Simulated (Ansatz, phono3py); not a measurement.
# Scattering channels in GaN (P6_3mc), one at a time, part 5 of 5

Wanted: the sensitivity of κ of GaN to the choices of the transport step.

Measurements to reproduce:
- thermal conductivity 210 W/m/K near room temperature (given in “Combining the AFLOW GIBBS and Elastic Libraries to efficiently and robustly screen thermo-mechanical properties of solids”, 2017, arXiv:1611.05714)

Ansatz 0.2.0 and phono3py 4.10.0; DFT LDA, scalar-relativistic, plane waves, PAW (the session's first sound run).

So far, κ at 300 K (W/m/K): step 3 (relaxation-time solution) 242; step 15 (solver RTA with coherences (SMM19)) 242; step 16 (delta function Gaussian, sigma 0.03 THz) 236; step 17 (delta function Gaussian, sigma 0.2 THz) 234; step 19 (without dipole term) 248.

The database entry behind the starting cell differs from later determinations by our own check (about 0.3 % short, ideal inner coordinate), so it need not match the best structure at ambient conditions.

## 20. A changed mass, third order supercell 3×3×2, supercell 3×3×2

Level of this step: DFT LDA, scalar-relativistic, plane waves, PAW; phono3py on Ansatz's force constants (phono3py).

Changing one mass at fixed force constants separates the effect of mass from that of bonding.

phono3py.yaml

```yaml
phono3py:
  version: "4.10.0"
  frequency_unit_conversion_factor: 15.633302
  symmetry_tolerance: 1.00000e-05

physical_unit:
  atomic_mass: "AMU"
  length: "angstrom"

space_group:
  type: "P6_3mc"
  number: 186
  Hall_symbol: "P 6c -2c"

primitive_matrix:
- [  1.000000000000000,  0.000000000000000,  0.000000000000000 ]
- [  0.000000000000000,  1.000000000000000,  0.000000000000000 ]
- [  0.000000000000000,  0.000000000000000,  1.000000000000000 ]

supercell_matrix:
- [   3,   0,   0 ]
- [   0,   3,   0 ]
- [   0,   0,   2 ]

# [primitive_cell block left out]
unit_cell:
  lattice:
  - [     3.151808454788812,     0.000000000000000,     0.000000000000000 ] # a
  - [    -1.575904227394406,     2.729546189709689,     0.000000000000000 ] # b
  - [     0.000000000000000,     0.000000000000000,     5.138414698700000 ] # c
  points:
  - symbol: Ga # 1
    coordinates: [  0.333333333333333,  0.666666666666667, -0.000703387100000 ]
    mass: 69.723000
    reduced_to: 1
  - symbol: Ga # 2
    coordinates: [  0.666666666666667,  0.333333333333333,  0.499296612900000 ]
    mass: 69.723000
    reduced_to: 2
  - symbol: N # 3
    coordinates: [  0.333333333333333,  0.666666666666667,  0.375703387100000 ]
    mass: 14.007000
    reduced_to: 3
  - symbol: N # 4
    coordinates: [  0.666666666666667,  0.333333333333333,  0.875703387100000 ]
    mass: 14.007000
    reduced_to: 4

# [supercell block left out]
phonon_supercell_matrix:
- [   3,   0,   0 ]
- [   0,   3,   0 ]
- [   0,   0,   2 ]

# [phonon_primitive_cell block left out]
# [phonon_supercell block left out]
nac:
  born_effective_charge:
  - # 1 (Ga)
    - [  2.587536988419629,  0.000000000000000,  0.000000000000000 ]
    - [  0.000000000000000,  2.587536988419629,  0.000000000000000 ]
    - [  0.000000000000000,  0.000000000000000,  2.723649571673839 ]
  - # 2 (Ga)
    - [  2.587536988419629,  0.000000000000000,  0.000000000000000 ]
    - [  0.000000000000000,  2.587536988419629,  0.000000000000000 ]
    - [  0.000000000000000,  0.000000000000000,  2.723649571673839 ]
  - # 3 (N)
    - [ -2.587536988419629,  0.000000000000000,  0.000000000000000 ]
    - [  0.000000000000000, -2.587536988419629,  0.000000000000000 ]
    - [  0.000000000000000,  0.000000000000000, -2.723649571673839 ]
  - # 4 (N)
    - [ -2.587536988419630,  0.000000000000000,  0.000000000000000 ]
    - [  0.000000000000000, -2.587536988419629,  0.000000000000000 ]
    - [  0.000000000000000,  0.000000000000000, -2.723649571673839 ]
  dielectric_constant:
    - [  5.628436089380903,  0.000000000000000,  0.000000000000000 ]
    - [  0.000000000000000,  5.628436089380902,  0.000000000000000 ]
    - [  0.000000000000000,  0.000000000000000,  5.800942814735906 ]
  unit_conversion_factor: 14.399645
```

Started as:

```console
> phono3py phono3py.yaml --mesh 19 19 9 --br --mass 87.154 87.154 14.007 14.007 --ts 100 300 600
```

The log of the run:

```text
[banner, memory and clock lines left out]
Rust backend (phonors) using rayon (8 threads).
Running in phono3py.load mode.
Spglib version 2.8.0
----------------------------- General settings -----------------------------
Run mode: conductivity-RTA
HDF5 data compression filter: gzip
Crystal structure was read from "phono3py.yaml".
Supercell (dim): [3 3 2]
Phonon supercell (dim-fc2): [3 3 2]
Primitive matrix:
  [1. 0. 0.]
  [0. 1. 0.]
  [0. 0. 1.]
Spacegroup: P6_3mc (186)
Use -v option to watch primitive cell, unit cell, and supercell structures.
NAC parameters were read from "phono3py.yaml".
fc3 was read from "fc3.hdf5".
fc2 was read from "fc2.hdf5".
----------------------------- Force constants ------------------------------
Max drift of fc3: 0.00050000 (xxy) 0.00050000 (xxy) 0.00050000 (xyx)
Max drift of fc2: 0.00040000 (yy) 0.00040000 (yy)
--------------------------- Calculation settings ---------------------------
Non-analytical term correction (NAC): True
NAC unit conversion factor:  14.39964
BZ integration: Tetrahedron-method
Temperature:  100.0  300.0  600.0
Cutoff frequency: 0.01
Mesh sampling: [ 19 19 9 ]
Generating grid system ... [ 19 19 9 ]
fc3-r2q-transformation over three atoms: True
========================== Warning ==========================
 Phonon frequency of band index 2 at Gamma is calculated to be 0.026921.
 But this frequency is forced to be zero.
========================== Warning ==========================
 Phonon frequency of band index 3 at Gamma is calculated to be 0.031086.
 But this frequency is forced to be zero.
--------------------------- Phonon calculations ----------------------------
  PRB 50, 13035(R) (1994), PRB 55, 10355 (1997)
  G-cutoff distance: 1.17, Number of G-points: 313, Lambda: 0.29
Running harmonic phonon calculations...
-------------------- Lattice thermal conductivity (RTA) --------------------
Running heat capacity calculations...
Running velocity calculations...
======================= Grid point 0 (1/200) =======================
q-point: ( 0.00  0.00  0.00)
Boundary mean free path (millimeter): 1000.000
Number of triplets: 200
Frequency     group velocity (x, y, z)     |gv|
  -0.000   (   0.000    0.000    0.000)    0.000
   0.027   (  -0.000    0.000    0.000)    0.000
   0.031   (   0.000   -0.000    0.000)    0.000
   3.794   (   0.000    0.000    0.000)    0.000
   3.795   (   0.000    0.000   -0.000)    0.000
   9.009   (  -0.000    0.000    0.000)    0.000
  15.873   (  -0.000   -0.000   -0.000)    0.000
  16.525   (   0.000   -0.000   -0.000)    0.000
  16.526   (   0.000   -0.000    0.000)    0.000
  16.880   (   0.000    0.000    0.000)    0.000
  16.880   (   0.000    0.000   -0.000)    0.000
  20.925   (   0.000    0.000    0.000)    0.000
======================= Grid point 1 (2/200) =======================
q-point: ( 0.05  0.00  0.00)
Boundary mean free path (millimeter): 1000.000
Number of triplets: 500
Frequency     group velocity (x, y, z)     |gv|
   0.605   (  35.141   20.289    0.000)   40.577
   0.657   (  29.180   16.847    0.000)   33.694
   1.324   (  55.472   32.027    0.000)   64.054
   3.826   (   2.858    1.650    0.000)    3.300
[...]
[197 grid points left out]
======================= Grid point 1639 (200/200) =======================
q-point: ( 0.32  0.32  0.44)
Boundary mean free path (millimeter): 1000.000
Number of triplets: 860
Frequency     group velocity (x, y, z)     |gv|
[...]
8.601   (  -0.156   -0.271    4.873)    4.883
   8.623   (  -1.178   -2.041    2.864)    3.709
  17.392   (   0.153    0.266   -2.583)    2.601
  17.434   (  -1.725   -2.988   -6.411)    7.281
  19.746   (   8.890   15.398    5.159)   18.513
  19.807   (   7.518   13.022   -0.574)   15.047
  20.128   (  -7.549  -13.076    5.917)   16.217
  20.272   (  -5.447   -9.434   -7.153)   13.032
=================== End of collection of collisions ===================
----------- Thermal conductivity (W/m-k) with tetrahedron method -----------
#  T(K)        xx         yy         zz         yz         xz         xy
  100.0    1305.533   1305.533   1379.811      0.000     -0.000     -0.000
  300.0     372.979    372.979    376.781      0.000      0.000     -0.000
  600.0     180.848    180.848    181.121     -0.000      0.000     -0.000

Thermal conductivity related properties were written into
"kappa-m19199.hdf5".
Summary of calculation was written in "phono3py.yaml".
```

Elapsed: 45 s, on 8 threads of Arm Neoverse V1, shared host; peak memory 0.1 GiB.

Numbers from this step:

- κ at 300 K: 374.2 W/m/K
- κ xx, yy, zz at 300 K: 373, 373, 376.8 W/m/K

W/m/K. Kappa, by row:

```
T (K)     xx     yy     zz  yz  xz  xy
  100   1306   1306   1380   0   0   0
  300    373    373  376.8   0   0   0
  600  180.8  180.8  181.1   0   0   0
```

Without isotope scattering in either run, κ at 300 K goes from 380 to 374 W/(m K).

## 21. Mass disorder, third order supercell 3×3×2, supercell 3×3×2

A typed mass variance takes the place of the natural one on the sites of one element, as a model of more or less disorder.

phono3py.yaml is that of step 20.

Started as:

```console
> phono3py phono3py.yaml --mesh 19 19 9 --br --isotope --mv 0.0001971 0.0001971 0.001 0.001 --ts 100 150 200 300 400 500 600 800
```

The log of the run:

```text
[banner, memory and clock lines left out]
Rust backend (phonors) using rayon (8 threads).
Running in phono3py.load mode.
Spglib version 2.8.0
----------------------------- General settings -----------------------------
Run mode: conductivity-RTA
HDF5 data compression filter: gzip
Crystal structure was read from "phono3py.yaml".
Supercell (dim): [3 3 2]
Phonon supercell (dim-fc2): [3 3 2]
Primitive matrix:
  [1. 0. 0.]
  [0. 1. 0.]
  [0. 0. 1.]
Spacegroup: P6_3mc (186)
Use -v option to watch primitive cell, unit cell, and supercell structures.
NAC parameters were read from "phono3py.yaml".
fc3 was read from "fc3.hdf5".
fc2 was read from "fc2.hdf5".
----------------------------- Force constants ------------------------------
Max drift of fc3: 0.00050000 (xxy) 0.00050000 (xxy) 0.00050000 (xyx)
Max drift of fc2: 0.00040000 (yy) 0.00040000 (yy)
--------------------------- Calculation settings ---------------------------
Non-analytical term correction (NAC): True
NAC unit conversion factor:  14.39964
BZ integration: Tetrahedron-method
Temperature:  100.0  150.0  200.0  300.0  400.0 ... 800.0
Cutoff frequency: 0.01
Mesh sampling: [ 19 19 9 ]
Generating grid system ... [ 19 19 9 ]
fc3-r2q-transformation over three atoms: True
========================== Warning ==========================
 Phonon frequency of band index 2 at Gamma is calculated to be 0.029591.
 But this frequency is forced to be zero.
========================== Warning ==========================
 Phonon frequency of band index 3 at Gamma is calculated to be 0.034169.
 But this frequency is forced to be zero.
--------------------------- Phonon calculations ----------------------------
  PRB 50, 13035(R) (1994), PRB 55, 10355 (1997)
  G-cutoff distance: 1.17, Number of G-points: 313, Lambda: 0.29
Running harmonic phonon calculations...
-------------------- Lattice thermal conductivity (RTA) --------------------
Running heat capacity calculations...
Running velocity calculations...
Running isotope scattering calculations with tetrahedron method...
======================= Grid point 0 (1/200) =======================
q-point: ( 0.00  0.00  0.00)
Boundary mean free path (millimeter): 1000.000
Mass variance parameters: 1.97e-04 1.97e-04 1.00e-03 1.00e-03
Number of triplets: 200
Frequency     group velocity (x, y, z)     |gv|
  -0.000   (   0.000    0.000    0.000)    0.000
   0.030   (   0.000    0.000    0.000)    0.000
   0.034   (   0.000   -0.000   -0.000)    0.000
   4.192   (   0.000    0.000    0.000)    0.000
   4.192   (   0.000    0.000    0.000)    0.000
  10.070   (  -0.000    0.000   -0.000)    0.000
  16.145   (  -0.000   -0.000    0.000)    0.000
  16.809   (   0.000   -0.000   -0.000)    0.000
  16.809   (   0.000    0.000    0.000)    0.000
  17.084   (   0.000   -0.000    0.000)    0.000
  17.084   (   0.000    0.000    0.000)    0.000
  20.931   (   0.000   -0.000   -0.000)    0.000
======================= Grid point 1 (2/200) =======================
q-point: ( 0.05  0.00  0.00)
Boundary mean free path (millimeter): 1000.000
Mass variance parameters: 1.97e-04 1.97e-04 1.00e-03 1.00e-03
Number of triplets: 500
Frequency     group velocity (x, y, z)     |gv|
   0.665   (  38.651   22.315    0.000)   44.631
   0.722   (  32.084   18.524    0.000)   37.048
   1.455   (  60.993   35.214    0.000)   70.429
   4.227   (   3.201    1.848    0.000)    3.696
[...]
[197 grid points left out]
======================= Grid point 1639 (200/200) =======================
q-point: ( 0.32  0.32  0.44)
Boundary mean free path (millimeter): 1000.000
Mass variance parameters: 1.97e-04 1.97e-04 1.00e-03 1.00e-03
Number of triplets: 860
Frequency     group velocity (x, y, z)     |gv|
[...]
9.613   (  -0.091   -0.157    5.561)    5.564
   9.639   (  -1.303   -2.256    3.186)    4.116
  17.553   (   0.057    0.100   -2.345)    2.348
  17.591   (  -1.669   -2.890   -5.872)    6.754
  19.795   (   7.893   13.671    3.750)   16.225
  19.835   (   6.337   10.977   -0.115)   12.675
  20.177   (  -6.695  -11.597    6.692)   14.970
  20.334   (  -4.511   -7.814   -7.459)   11.706
=================== End of collection of collisions ===================
----------- Thermal conductivity (W/m-k) with tetrahedron method -----------
#  T(K)        xx         yy         zz         yz         xz         xy
  100.0     773.993    773.993    852.545      0.000      0.000     -0.000
  150.0     493.505    493.505    521.388      0.000      0.000     -0.000
  200.0     358.524    358.524    368.878      0.000      0.000     -0.000
  300.0     235.446    235.446    237.796      0.000      0.000     -0.000
  400.0     180.092    180.092    180.715      0.000      0.000     -0.000
  500.0     148.170    148.170    148.126      0.000      0.000     -0.000
  600.0     126.948    126.948    126.563     -0.000      0.000     -0.000
  800.0      99.831     99.831     99.123     -0.000      0.000     -0.000

Thermal conductivity related properties were written into
"kappa-m19199.hdf5".
Summary of calculation was written in "phono3py.yaml".
```

Run time: 49 s. Hardware: 8 threads; peak memory 0.1 GiB; 6.2 min of CPU time.

This step gave:

```yaml
kappa_at_300_k: 236.2 W/m/K
kappa_xx_yy_zz_at_300_k: 235.4, 235.4, 237.8 W/m/K
```

W/m/K. Kappa, by row:

| T (K) | xx | yy | zz | yz | xz | xy |
| --- | --- | --- | --- | --- | --- | --- |
| 100 | 774 | 774 | 852.5 | 0 | 0 | 0 |
| 150 | 493.5 | 493.5 | 521.4 | 0 | 0 | 0 |
| 200 | 358.5 | 358.5 | 368.9 | 0 | 0 | 0 |
| 300 | 235.4 | 235.4 | 237.8 | 0 | 0 | 0 |
| 400 | 180.1 | 180.1 | 180.7 | 0 | 0 | 0 |
| 500 | 148.2 | 148.2 | 148.1 | 0 | 0 | 0 |
| 600 | 126.9 | 126.9 | 126.6 | 0 | 0 | 0 |
| 800 | 99.83 | 99.83 | 99.12 | 0 | 0 | 0 |

κ at 300 K goes from 242 in the base run to 236 W/(m K).

## 22. A faulty attempt, third order supercell 3×3×2, supercell 3×3×2

This input was changed on purpose, to see how the program answers.

phono3py.yaml is that of step 21.

Started as:

```console
> phono3py phono3py.yaml --mesh 11 11 7 --br --ts 1
```

The log of the run:

```text
[banner, memory and clock lines left out]
Rust backend (phonors) using rayon (8 threads).
Running in phono3py.load mode.
Spglib version 2.8.0
----------------------------- General settings -----------------------------
Run mode: conductivity-RTA
HDF5 data compression filter: gzip
Crystal structure was read from "phono3py.yaml".
Supercell (dim): [3 3 2]
Phonon supercell (dim-fc2): [3 3 2]
Primitive matrix:
  [1. 0. 0.]
  [0. 1. 0.]
  [0. 0. 1.]
Spacegroup: P6_3mc (186)
Use -v option to watch primitive cell, unit cell, and supercell structures.
NAC parameters were read from "phono3py.yaml".
fc3 was read from "fc3.hdf5".
fc2 was read from "fc2.hdf5".
----------------------------- Force constants ------------------------------
Max drift of fc3: 0.00050000 (xxy) 0.00050000 (xxy) 0.00050000 (xyx)
Max drift of fc2: 0.00040000 (yy) 0.00040000 (yy)
--------------------------- Calculation settings ---------------------------
Non-analytical term correction (NAC): True
NAC unit conversion factor:  14.39964
BZ integration: Tetrahedron-method
Temperature:  1.0
Cutoff frequency: 0.01
Mesh sampling: [ 11 11 7 ]
Generating grid system ... [ 11 11 7 ]
fc3-r2q-transformation over three atoms: True
========================== Warning ==========================
 Phonon frequency of band index 2 at Gamma is calculated to be 0.029591.
 But this frequency is forced to be zero.
========================== Warning ==========================
 Phonon frequency of band index 3 at Gamma is calculated to be 0.034169.
 But this frequency is forced to be zero.
--------------------------- Phonon calculations ----------------------------
  PRB 50, 13035(R) (1994), PRB 55, 10355 (1997)
  G-cutoff distance: 1.17, Number of G-points: 313, Lambda: 0.29
Running harmonic phonon calculations...
-------------------- Lattice thermal conductivity (RTA) --------------------
Running heat capacity calculations...
Running velocity calculations...
======================= Grid point 0 (1/64) =======================
q-point: ( 0.00  0.00  0.00)
Boundary mean free path (millimeter): 1000.000
Number of triplets: 64
Frequency     group velocity (x, y, z)     |gv|
  -0.000   (   0.000    0.000    0.000)    0.000
   0.030   (   0.000    0.000    0.000)    0.000
   0.034   (   0.000   -0.000   -0.000)    0.000
   4.192   (   0.000    0.000    0.000)    0.000
   4.192   (   0.000    0.000    0.000)    0.000
  10.070   (  -0.000    0.000   -0.000)    0.000
  16.145   (  -0.000   -0.000    0.000)    0.000
  16.809   (   0.000   -0.000   -0.000)    0.000
  16.809   (   0.000    0.000    0.000)    0.000
  17.084   (   0.000   -0.000    0.000)    0.000
  17.084   (   0.000    0.000    0.000)    0.000
  20.931   (   0.000   -0.000   -0.000)    0.000
======================= Grid point 1 (2/64) =======================
q-point: ( 0.09  0.00  0.00)
Boundary mean free path (millimeter): 1000.000
Number of triplets: 144
Frequency     group velocity (x, y, z)     |gv|
   1.235   (  31.227   18.029    0.000)   36.058
   1.258   (  35.341   20.404    0.000)   40.809
   2.447   (  61.206   35.337    0.000)   70.675
   4.299   (   5.729    3.308    0.000)    6.616
[...]
[61 grid points left out]
======================= Grid point 437 (64/64) =======================
q-point: ( 0.36  0.27  0.43)
Boundary mean free path (millimeter): 1000.000
Number of triplets: 234
Frequency     group velocity (x, y, z)     |gv|
[...]
9.622   (   1.924   -3.333    7.121)    8.094
   9.668   (   2.855   -4.945    3.866)    6.896
  17.564   (   0.432   -0.745   -2.162)    2.327
  17.646   (   2.440   -4.225   -7.951)    9.329
  19.611   (  -9.832   17.024    6.254)   20.630
  19.737   (  -7.676   13.289   -2.655)   15.575
  20.273   (   7.019  -12.151    6.202)   15.342
  20.448   (   5.663   -9.806   -6.153)   12.887
=================== End of collection of collisions ===================
----------- Thermal conductivity (W/m-k) with tetrahedron method -----------
#  T(K)        xx         yy         zz         yz         xz         xy
    1.0       0.000      0.000      0.000     -0.000     -0.000     -0.000

Thermal conductivity related properties were written into
"kappa-m11117.hdf5".
Summary of calculation was written in "phono3py.yaml".
```

Wall time 4 s (8 threads); peak memory 0.09 GiB; 26 s of CPU time.

The run finished. A setting was moved off its sound value on purpose, so it serves as a test and not as the result.

The fault put into the input: 1 K on a mesh that holds no mode populated at that temperature.

## 23. Summary of results

* κ at 300 K, RTA, natural isotopes, mesh 19×19×9: 242 W/m/K
* κ at 300 K, RTA, pure, mesh 19×19×9: 380 W/m/K
* κ at 300 K, with coherences, mesh 19×19×9: 242 W/m/K
* κ at 300 K, no dipole term, mesh 19×19×9: 248 W/m/K

On these constants κ of GaN at 300 K is 242 W/(m K) in the base run, by relaxation time; smearing and coherences move that between 234 and 242. The full solution gives 255 W/(m K) (Ansatz's run on the same constants, with coherences). On the same constants and mesh Ansatz's figure, which includes its coherence part, and phono3py's, which doesn't, differ by up to 0.23 %; with phono3py's own coherence part added, which is defined differently, the largest difference is 0.10 %. The last step of the mesh series (21x21x11 to 27x27x15) moves κ at 300 K by +1.3 %, while the coarsest mesh gives 77 % of the densest value. Normal processes make 57 % of the three-phonon scattering at 300 K, weighting modes by their heat capacity. A boundary length of 0.1 µm leaves 27 % of κ at 300 K. A boundary length of 1 µm leaves 67 % of κ at 300 K. Scaling the mass of Ga by 1.25 at fixed force constants, a model exercise, multiplies the isotope-free κ by 0.985. A mass variance of 0.001 on the N sites leaves 97 % of the base value. A measured thermal conductivity near room temperature is 210 W/m/K (arXiv:1611.05714); the calculated 255 W/m/K differs by +22 %. Four-phonon, defect and boundary scattering, which are left out, would lower the calculated value; thermal expansion is left out too.

[Logs are printed without paths, hosts, clocks, repeated set-up lines and the standing remarks that a program may print on its own settings, such as how far it seeks lower states.]

[Hosts, paths, dates, database ids (printed as entryN), source tags and the programs' standing remarks are cut or masked in the printed files.]

[A step with changed settings may run another functional than the one named; its input shows which.]

[Pressures of single members of a volume series are the stress at the run's cutoff; with an incomplete basis they can lie off −dE/dV of the same runs, and they are not shown converged.]
